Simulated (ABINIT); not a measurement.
# ScInS3 (Pm-3m): zone-centre phonons, part 3 of 4

Which modes does ScInS3 (Pm-3m) have at the zone centre?

ABINIT 10.8.3; DFT PBEsol, scalar-relativistic, plane waves, PseudoDojo norm-conserving pseudopotentials.

So far. Step 5 (Relaxation): The volume changes by +0.7 % in this run and stands -15.7 % from the first cell. Step 7 (Zone-centre response): The acoustic modes at Γ come out as far as 5.9 cm⁻¹ from zero, where they should vanish, a small numerical error. The lowest optical mode is imaginary, 216i cm⁻¹, an instability at this level and on this k mesh. The relaxed cell has a = 4.887 Å (conventional setting).

The structure was built from a prototype and need not be the compound's stable phase.

## (8) Modes with the sum rule

anaddb reads the merged derivatives and imposes the acoustic sum rule.

Contents of anaddb.abi:

```
ddb_filepath "gamma_DDB"
output_file "anaddb.abo"
outdata_prefix "anaddb"
asr 1
chneut 1
enunit 2
eivec 1
nph1l 1
qph1l 0.0 0.0 0.0 1.0
```

Contents of mrgddb.in:

```
gamma_DDB
merged
2
dfpt_gammao_DDB
gso_DDB
```

Launch:

```
$ mrgddb < mrgddb.in > mrgddb.log
$ OMP_NUM_THREADS=1 anaddb anaddb.abi > anaddb.log
```

anaddb.abo, the main output file:

```text
-outvars_anaddb: echo values of input variables ----------------------

 Miscellaneous information :
      enunit         2
       eivec         1
         asr         1
 First list of wavevector (reduced coord.) :
       nph1l         1
       qph1l
                     0.00000000E+00  0.00000000E+00  0.00000000E+00    1.000E+00

================================================================================

 read the DDB information and perform some checks

  ==== Info on the Cryst% object ====
 Real(R)+Recip(G) space primitive vectors, cartesian coordinates (Bohr,Bohr^-1):
 R(1)=  9.2356604  0.0000000  0.0000000  G(1)=  0.1082760  0.0000000  0.0000000
 R(2)=  0.0000000  9.2356604  0.0000000  G(2)=  0.0000000  0.1082760  0.0000000
 R(3)=  0.0000000  0.0000000  9.2356604  G(3)=  0.0000000  0.0000000  0.1082760
 Unit cell volume ucvol=  7.8777802E+02 bohr^3
 Angles (23,13,12)=  9.00000000E+01  9.00000000E+01  9.00000000E+01 degrees
 Time-reversal symmetry is present
 Reduced atomic positions [iatom, xred, symbol]:
    1)    0.0000000  0.0000000  0.0000000  Sc
    2)    0.5000000  0.5000000  0.5000000  In
    3)    0.5000000  0.5000000  0.0000000   S
    4)    0.5000000  0.0000000  0.5000000   S
    5)    0.0000000  0.5000000  0.5000000   S

 DDB file with 3 blocks has been read.

================================================================================

 Treat the first list of vectors

  Phonon wavevector (reduced coordinates) :  0.00000  0.00000  0.00000
 Phonon energies in Hartree :
  -9.843243E-04 -9.843243E-04 -9.843243E-04 -8.197039E-04 -8.197039E-04
  -8.197039E-04 -3.992271E-08 -3.986542E-08 -3.969304E-08  1.034024E-04
   1.034024E-04  1.034024E-04  1.888584E-03  1.888584E-03  1.888584E-03
 Phonon energies in meV     :
- -2.678483E+01 -2.678483E+01 -2.678483E+01 -2.230528E+01 -2.230528E+01
- -2.230528E+01 -1.086352E-03 -1.084793E-03 -1.080103E-03  2.813722E+00
-  2.813722E+00  2.813722E+00  5.139099E+01  5.139099E+01  5.139099E+01
 Phonon frequencies in cm-1    :
- -2.160342E+02 -2.160342E+02 -2.160342E+02 -1.799042E+02 -1.799042E+02
- -1.799042E+02 -8.762022E-03 -8.749448E-03 -8.711615E-03  2.269420E+01
-  2.269420E+01  2.269420E+01  4.144963E+02  4.144963E+02  4.144963E+02
 Phonon frequencies in Thz     :
- -6.476542E+00 -6.476542E+00 -6.476542E+00 -5.393392E+00 -5.393392E+00
- -5.393392E+00 -2.626788E-04 -2.623018E-04 -2.611676E-04  6.803549E-01
-  6.803549E-01  6.803549E-01  1.242629E+01  1.242629E+01  1.242629E+01
 Phonon energies in Kelvin  :
- -3.108250E+02 -3.108250E+02 -3.108250E+02 -2.588420E+02 -2.588420E+02
- -2.588420E+02 -1.260660E-02 -1.258850E-02 -1.253407E-02  3.265189E+01
-  3.265189E+01  3.265189E+01  5.963677E+02  5.963677E+02  5.963677E+02

 Eigendisplacements
 (will be given, for each mode : in cartesian coordinates
   for each atom the real part of the displacement vector,
   then the imaginary part of the displacement vector - absolute values smaller than 1.0d-7 are set to zero)
  Mode number    1   Energy   -9.843243E-04
 Attention : low frequency mode.
   (Could be unstable or acoustic mode)
-  1  0.00000000E+00  0.00000000E+00 -2.54693593E-03
-     0.00000000E+00  0.00000000E+00  0.00000000E+00
-  2  0.00000000E+00  0.00000000E+00 -1.56661483E-04
-     0.00000000E+00  0.00000000E+00  0.00000000E+00
-  3  0.00000000E+00  0.00000000E+00  1.56523464E-04
-     0.00000000E+00  0.00000000E+00  0.00000000E+00
-  4  0.00000000E+00  0.00000000E+00  1.98758303E-03
-     0.00000000E+00  0.00000000E+00  0.00000000E+00
-  5  0.00000000E+00  0.00000000E+00  1.98758303E-03
-     0.00000000E+00  0.00000000E+00  0.00000000E+00
  Mode number    2   Energy   -9.843243E-04
 Attention : low frequency mode.
   (Could be unstable or acoustic mode)
-  1  0.00000000E+00 -2.54693593E-03  0.00000000E+00
-     0.00000000E+00  0.00000000E+00  0.00000000E+00
-  2  0.00000000E+00 -1.56661483E-04  0.00000000E+00
-     0.00000000E+00  0.00000000E+00  0.00000000E+00
-  3  0.00000000E+00  1.98758303E-03  0.00000000E+00
-     0.00000000E+00  0.00000000E+00  0.00000000E+00
-  4  0.00000000E+00  1.56523464E-04  0.00000000E+00
-     0.00000000E+00  0.00000000E+00  0.00000000E+00
-  5  0.00000000E+00  1.98758303E-03  0.00000000E+00
-     0.00000000E+00  0.00000000E+00  0.00000000E+00
  Mode number    3   Energy   -9.843243E-04
 Attention : low frequency mode.
   (Could be unstable or acoustic mode)
-  1  2.54693593E-03  0.00000000E+00  0.00000000E+00
-     0.00000000E+00  0.00000000E+00  0.00000000E+00
-  2  1.56661483E-04  0.00000000E+00  0.00000000E+00
-     0.00000000E+00  0.00000000E+00  0.00000000E+00
-  3 -1.98758303E-03  0.00000000E+00  0.00000000E+00
-     0.00000000E+00  0.00000000E+00  0.00000000E+00
-  4 -1.98758303E-03  0.00000000E+00  0.00000000E+00
-     0.00000000E+00  0.00000000E+00  0.00000000E+00
-  5 -1.56523464E-04  0.00000000E+00  0.00000000E+00
-     0.00000000E+00  0.00000000E+00  0.00000000E+00
  Mode number    4   Energy   -8.197039E-04
 Attention : low frequency mode.
   (Could be unstable or acoustic mode)
-  1  0.00000000E+00  0.00000000E+00  0.00000000E+00
-     0.00000000E+00  0.00000000E+00  0.00000000E+00
-  2  0.00000000E+00  0.00000000E+00  0.00000000E+00
-     0.00000000E+00  0.00000000E+00  0.00000000E+00
-  3  0.00000000E+00  0.00000000E+00  0.00000000E+00
-     0.00000000E+00  0.00000000E+00  0.00000000E+00
-  4  0.00000000E+00  0.00000000E+00 -2.92470830E-03
-     0.00000000E+00  0.00000000E+00  0.00000000E+00
-  5  0.00000000E+00  0.00000000E+00  2.92470830E-03
-     0.00000000E+00  0.00000000E+00  0.00000000E+00
  Mode number    5   Energy   -8.197039E-04
 Attention : low frequency mode.
   (Could be unstable or acoustic mode)
-  1  0.00000000E+00  0.00000000E+00  0.00000000E+00
-     0.00000000E+00  0.00000000E+00  0.00000000E+00
-  2  0.00000000E+00  0.00000000E+00  0.00000000E+00
-     0.00000000E+00  0.00000000E+00  0.00000000E+00
-  3  0.00000000E+00 -2.92470830E-03  0.00000000E+00
-     0.00000000E+00  0.00000000E+00  0.00000000E+00
-  4  0.00000000E+00  0.00000000E+00  0.00000000E+00
-     0.00000000E+00  0.00000000E+00  0.00000000E+00
-  5  0.00000000E+00  2.92470830E-03  0.00000000E+00
-     0.00000000E+00  0.00000000E+00  0.00000000E+00
  Mode number    6   Energy   -8.197039E-04
 Attention : low frequency mode.
   (Could be unstable or acoustic mode)
-  1  0.00000000E+00  0.00000000E+00  0.00000000E+00
-     0.00000000E+00  0.00000000E+00  0.00000000E+00
-  2  0.00000000E+00  0.00000000E+00  0.00000000E+00
-     0.00000000E+00  0.00000000E+00  0.00000000E+00
-  3  2.92470830E-03  0.00000000E+00  0.00000000E+00
-     0.00000000E+00  0.00000000E+00  0.00000000E+00
-  4 -2.92470830E-03  0.00000000E+00  0.00000000E+00
-     0.00000000E+00  0.00000000E+00  0.00000000E+00
-  5  0.00000000E+00  0.00000000E+00  0.00000000E+00
-     0.00000000E+00  0.00000000E+00  0.00000000E+00
  Mode number    7   Energy   -3.992271E-08
 Attention : low frequency mode.
   (Could be unstable or acoustic mode)
-  1  0.00000000E+00  0.00000000E+00  1.46466190E-03
-     0.00000000E+00  0.00000000E+00  0.00000000E+00
-  2  0.00000000E+00  0.00000000E+00  1.46340149E-03
-     0.00000000E+00  0.00000000E+00  0.00000000E+00
-  3  0.00000000E+00  0.00000000E+00  1.46363292E-03
-     0.00000000E+00  0.00000000E+00  0.00000000E+00
-  4  0.00000000E+00  0.00000000E+00  1.46453532E-03
-     0.00000000E+00  0.00000000E+00  0.00000000E+00
-  5  0.00000000E+00  0.00000000E+00  1.46453532E-03
-     0.00000000E+00  0.00000000E+00  0.00000000E+00
  Mode number    8   Energy   -3.986542E-08
 Attention : low frequency mode.
   (Could be unstable or acoustic mode)
-  1  0.00000000E+00  1.46466190E-03  0.00000000E+00
-     0.00000000E+00  0.00000000E+00  0.00000000E+00
-  2  0.00000000E+00  1.46340149E-03  0.00000000E+00
-     0.00000000E+00  0.00000000E+00  0.00000000E+00
-  3  0.00000000E+00  1.46453532E-03  0.00000000E+00
-     0.00000000E+00  0.00000000E+00  0.00000000E+00
-  4  0.00000000E+00  1.46363292E-03  0.00000000E+00
-     0.00000000E+00  0.00000000E+00  0.00000000E+00
-  5  0.00000000E+00  1.46453532E-03  0.00000000E+00
-     0.00000000E+00  0.00000000E+00  0.00000000E+00
  Mode number    9   Energy   -3.969304E-08
 Attention : low frequency mode.
   (Could be unstable or acoustic mode)
-  1  1.46466190E-03  0.00000000E+00  0.00000000E+00
-     0.00000000E+00  0.00000000E+00  0.00000000E+00
-  2  1.46340149E-03  0.00000000E+00  0.00000000E+00
-     0.00000000E+00  0.00000000E+00  0.00000000E+00
-  3  1.46453532E-03  0.00000000E+00  0.00000000E+00
-     0.00000000E+00  0.00000000E+00  0.00000000E+00
-  4  1.46453532E-03  0.00000000E+00  0.00000000E+00
-     0.00000000E+00  0.00000000E+00  0.00000000E+00
-  5  1.46363292E-03  0.00000000E+00  0.00000000E+00
-     0.00000000E+00  0.00000000E+00  0.00000000E+00
  Mode number   10   Energy    1.034024E-04
-  1  0.00000000E+00  0.00000000E+00 -1.88813897E-03
-     0.00000000E+00  0.00000000E+00  0.00000000E+00
-  2  0.00000000E+00  0.00000000E+00  1.37938307E-03
-     0.00000000E+00  0.00000000E+00  0.00000000E+00
-  3  0.00000000E+00  0.00000000E+00  7.76385698E-04
-     0.00000000E+00  0.00000000E+00  0.00000000E+00
-  4  0.00000000E+00  0.00000000E+00 -1.53196608E-03
-     0.00000000E+00  0.00000000E+00  0.00000000E+00
-  5  0.00000000E+00  0.00000000E+00 -1.53196608E-03
-     0.00000000E+00  0.00000000E+00  0.00000000E+00
  Mode number   11   Energy    1.034024E-04
-  1  0.00000000E+00  1.88813897E-03  0.00000000E+00
-     0.00000000E+00  0.00000000E+00  0.00000000E+00
-  2  0.00000000E+00 -1.37938307E-03  0.00000000E+00
-     0.00000000E+00  0.00000000E+00  0.00000000E+00
-  3  0.00000000E+00  1.53196608E-03  0.00000000E+00
-     0.00000000E+00  0.00000000E+00  0.00000000E+00
-  4  0.00000000E+00 -7.76385698E-04  0.00000000E+00
-     0.00000000E+00  0.00000000E+00  0.00000000E+00
-  5  0.00000000E+00  1.53196608E-03  0.00000000E+00
-     0.00000000E+00  0.00000000E+00  0.00000000E+00
  Mode number   12   Energy    1.034024E-04
-  1  1.88813897E-03  0.00000000E+00  0.00000000E+00
-     0.00000000E+00  0.00000000E+00  0.00000000E+00
-  2 -1.37938307E-03  0.00000000E+00  0.00000000E+00
-     0.00000000E+00  0.00000000E+00  0.00000000E+00
-  3  1.53196608E-03  0.00000000E+00  0.00000000E+00
-     0.00000000E+00  0.00000000E+00  0.00000000E+00
-  4  1.53196608E-03  0.00000000E+00  0.00000000E+00
-     0.00000000E+00  0.00000000E+00  0.00000000E+00
-  5 -7.76385698E-04  0.00000000E+00  0.00000000E+00
-     0.00000000E+00  0.00000000E+00  0.00000000E+00
  Mode number   13   Energy    1.888584E-03
-  1  0.00000000E+00  0.00000000E+00  7.37199668E-05
-     0.00000000E+00  0.00000000E+00  0.00000000E+00
-  2  0.00000000E+00  0.00000000E+00  8.41993995E-04
-     0.00000000E+00  0.00000000E+00  0.00000000E+00
-  3  0.00000000E+00  0.00000000E+00 -3.78660026E-03
-     0.00000000E+00  0.00000000E+00  0.00000000E+00
-  4  0.00000000E+00  0.00000000E+00  3.34138501E-04
-     0.00000000E+00  0.00000000E+00  0.00000000E+00
-  5  0.00000000E+00  0.00000000E+00  3.34138501E-04
-     0.00000000E+00  0.00000000E+00  0.00000000E+00
  Mode number   14   Energy    1.888584E-03
-  1  0.00000000E+00 -7.37199667E-05  0.00000000E+00
-     0.00000000E+00  0.00000000E+00  0.00000000E+00
-  2  0.00000000E+00 -8.41993995E-04  0.00000000E+00
-     0.00000000E+00  0.00000000E+00  0.00000000E+00
-  3  0.00000000E+00 -3.34138501E-04  0.00000000E+00
-     0.00000000E+00  0.00000000E+00  0.00000000E+00
-  4  0.00000000E+00  3.78660026E-03  0.00000000E+00
-     0.00000000E+00  0.00000000E+00  0.00000000E+00
-  5 -1.63879960E-07 -3.34138501E-04  0.00000000E+00
-     0.00000000E+00  0.00000000E+00  0.00000000E+00
  Mode number   15   Energy    1.888584E-03
-  1  7.37199667E-05  0.00000000E+00  0.00000000E+00
-     0.00000000E+00  0.00000000E+00  0.00000000E+00
-  2  8.41993995E-04  0.00000000E+00  0.00000000E+00
-     0.00000000E+00  0.00000000E+00  0.00000000E+00
-  3  3.34138501E-04  0.00000000E+00  0.00000000E+00
-     0.00000000E+00  0.00000000E+00  0.00000000E+00
-  4  3.34138501E-04 -1.63879960E-07  0.00000000E+00
-     0.00000000E+00  0.00000000E+00  0.00000000E+00
-  5 -3.78660026E-03  0.00000000E+00  0.00000000E+00
-     0.00000000E+00  0.00000000E+00  0.00000000E+00

 Analysis of degeneracies and characters (maximum tolerance=1.00E-06 a.u.)
 For each vibration mode, or group of modes if degenerate,
 the characters are given for each symmetry operation (see the list in the log file).
 Symmetry characters of vibration mode #   1
       degenerate with vibration modes #   2 to    3
  3.0 -3.0 -1.0  1.0 -1.0  1.0 -1.0  1.0  1.0 -1.0 -1.0  1.0  1.0 -1.0 -1.0  1.0
  0.0 -0.0  0.0 -0.0 -0.0  0.0 -0.0  0.0  1.0 -1.0 -1.0  1.0 -1.0  1.0  1.0 -1.0
  0.0 -0.0 -0.0  0.0 -0.0  0.0  0.0 -0.0  1.0 -1.0  1.0 -1.0 -1.0  1.0 -1.0  1.0
 Symmetry characters of vibration mode #   4
       degenerate with vibration modes #   5 to    6
  3.0 -3.0 -1.0  1.0 -1.0  1.0 -1.0  1.0 -1.0  1.0  1.0 -1.0 -1.0  1.0  1.0 -1.0
 -0.0  0.0 -0.0  0.0  0.0 -0.0  0.0 -0.0 -1.0  1.0  1.0 -1.0  1.0 -1.0 -1.0  1.0
 -0.0  0.0  0.0 -0.0  0.0 -0.0 -0.0  0.0 -1.0  1.0 -1.0  1.0  1.0 -1.0  1.0 -1.0
 Symmetry characters of vibration mode #   7
       degenerate with vibration modes #   8 to    9
  3.0 -3.0 -1.0  1.0 -1.0  1.0 -1.0  1.0  1.0 -1.0 -1.0  1.0  1.0 -1.0 -1.0  1.0
  0.0 -0.0  0.0 -0.0 -0.0  0.0 -0.0  0.0  1.0 -1.0 -1.0  1.0 -1.0  1.0  1.0 -1.0
  0.0 -0.0 -0.0  0.0 -0.0  0.0  0.0 -0.0  1.0 -1.0  1.0 -1.0 -1.0  1.0 -1.0  1.0
 Symmetry characters of vibration mode #  10
       degenerate with vibration modes #  11 to   12
  3.0 -3.0 -1.0  1.0 -1.0  1.0 -1.0  1.0  1.0 -1.0 -1.0  1.0  1.0 -1.0 -1.0  1.0
 -0.0  0.0  0.0 -0.0 -0.0  0.0  0.0 -0.0  1.0 -1.0 -1.0  1.0 -1.0  1.0  1.0 -1.0
 -0.0  0.0 -0.0  0.0  0.0 -0.0  0.0 -0.0  1.0 -1.0  1.0 -1.0 -1.0  1.0 -1.0  1.0
 Symmetry characters of vibration mode #  13
       degenerate with vibration modes #  14 to   15
  3.0 -3.0 -1.0  1.0 -1.0  1.0 -1.0  1.0  1.0 -1.0 -1.0  1.0  1.0 -1.0 -1.0  1.0
  0.0 -0.0  0.0 -0.0 -0.0  0.0 -0.0  0.0  1.0 -1.0 -1.0  1.0 -1.0  1.0  1.0 -1.0
  0.0 -0.0 -0.0  0.0 -0.0  0.0  0.0 -0.0  1.0 -1.0  1.0 -1.0 -1.0  1.0 -1.0  1.0
-
```

Wall time 0.5 s (1 thread of Arm Neoverse V1, shared host).

This step gave:

```
lowest optical zone-centre mode : -216.0 cm⁻¹
```

No LO-TO term; unit eigenvectors of the mass-weighted matrix, from anaddb's displacements. Modes at Γ, with each element's share of the kinetic energy (negative means imaginary):

| mode | frequency (cm⁻¹) | symmetry | Sc % | In % | S % |
| --- | --- | --- | --- | --- | --- |
| 1 | -216.0 | T1u | 53 | 1 | 46 |
| 2 | -216.0 | T1u | 53 | 1 | 46 |
| 3 | -216.0 | T1u | 53 | 1 | 46 |
| 4 | -179.9 | T2u | 0 | 0 | 100 |
| 5 | -179.9 | T2u | 0 | 0 | 100 |
| 6 | -179.9 | T2u | 0 | 0 | 100 |
| 7 | 0.0 | acoustic | 18 | 45 | 38 |
| 8 | 0.0 | acoustic | 18 | 45 | 38 |
| 9 | 0.0 | acoustic | 18 | 45 | 38 |
| 10 | 22.7 | T1u | 29 | 40 | 31 |
| 11 | 22.7 | T1u | 29 | 40 | 31 |
| 12 | 22.7 | T1u | 29 | 40 | 31 |
| 13 | 414.5 | T1u | 0 | 15 | 85 |
| 14 | 414.5 | T1u | 0 | 15 | 85 |
| 15 | 414.5 | T1u | 0 | 15 | 85 |

Displacements in mode 1 (-216.0 cm⁻¹), the largest set to 1:
```
Sc1  0.00  0.00 -1.00
In2  0.00  0.00 -0.06
S3   0.00  0.00  0.06
S4   0.00  0.00  0.78
S5   0.00  0.00  0.78
```

Displacements in mode 4 (-179.9 cm⁻¹), the largest set to 1:
```
Sc1  0.00  0.00  0.00
In2  0.00  0.00  0.00
S3   0.00  0.00  0.00
S4   0.00  0.00 -1.00
S5   0.00  0.00  1.00
```

The rule also moves an optical mode by 0.9 cm⁻¹.

[end of part 3 of 4]

[Host names and launcher messages were left out of these logs when they were recorded.]

[Logs are printed without paths, hosts, clocks, repeated set-up lines and the standing remarks that a program may print on its own settings, such as how far it seeks lower states.]

[Hosts, paths, dates, database ids (printed as entryN), source tags and the programs' standing remarks are cut or masked in the printed files.]
